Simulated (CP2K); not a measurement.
Consider 2-acetylthiazole at its PBE geometry (Å).

```xyz
13

C    -2.2623    0.3527    0.3967
C    -1.2238   -0.7405    0.4495
O    -1.4718   -1.8956    0.8012
C     0.1569   -0.3736    0.0569
N     0.5512    0.8217   -0.3400
C     1.8881    0.8148   -0.6201
C     2.5239   -0.3982   -0.4361
S     1.4159   -1.5793    0.1069
H    -3.2343   -0.0553    0.6894
H    -1.9763    1.1765    1.0659
H    -2.3114    0.7832   -0.6130
H     2.3720    1.7278   -0.9621
H     3.5719   -0.6344   -0.5952
```

Method: CP2K XAS_TDP, all-electron GAPW, PBEh(45%), aug-cc-pVDZ, TDA, GW2X-corrected core level, no relativity.

Predict the bright core excitations at the C K edge.

Leading lines: C1 290.97 eV, C2 288.04 eV, C4 286.66 eV, C6 287.86 eV and C7 286.64 eV. The leading line of an atom is its first one with 35 % of the strongest within 2.5 eV of its lowest line over the strength cut. Core ionisation energies at this level: C4 293.04, C6 292.90, C7 292.62, C1 292.51 and C2 295.29 eV.

The first six lines of each atom with a strength over 0.0015:

```csv
atom,energy (eV),states,"strength, one atom",above the computed threshold
C1 (bonded to C and 3 H),290.51,1,0.0048,
,290.97,1,0.0134,
,291.29,1,0.0191,
,291.56,1,0.0078,
,291.78,1,0.0038,
,291.94,1,0.0016,
C2 (bonded to 2 C and O),288.04,1,0.0601,
,292.70,1,0.0131,
,294.06,1,0.0019,
,294.58,1,0.0030,
,294.65,1,0.0022,
,295.26,1,0.0038,
"C4 (bonded to C, N and S)",286.66,1,0.0381,
,289.91,1,0.0417,
,290.34,1,0.0186,
,291.29,1,0.0028,
,292.54,1,0.0028,
,293.49,1,0.0032,yes
"C6 (bonded to C, N and H)",287.86,1,0.0432,
,288.68,1,0.0132,
,290.84,1,0.0115,
,291.28,1,0.0079,
,291.86,1,0.0025,
,292.10,1,0.0027,
"C7 (bonded to C, S and H)",286.64,1,0.0467,
,289.82,1,0.0297,
,289.86,1,0.0053,
,290.44,1,0.0161,
,291.45,1,0.0029,
,291.57,1,0.0044,
```

Lines are vertical, at one geometry, with no vibrational structure. GW2X ionisation energies and lines can be off by 1 to 2 eV either way, and a good line position may hide errors that cancel. These values hold no scalar relativity, about 0.1 eV for C 1s. Rydberg lines, and the discretised continuum above threshold, depend on the basis and the box.

[Banner, clock and machine lines of the logs are left out without a mark of their own.]

[Logs are printed without paths, hosts, clocks, repeated set-up lines and the standing remarks that a program may print on its own settings, such as how far it seeks lower states.]

[Hosts, paths, dates, database ids (printed as entryN), source tags and the programs' standing remarks are cut or masked in the printed files.]
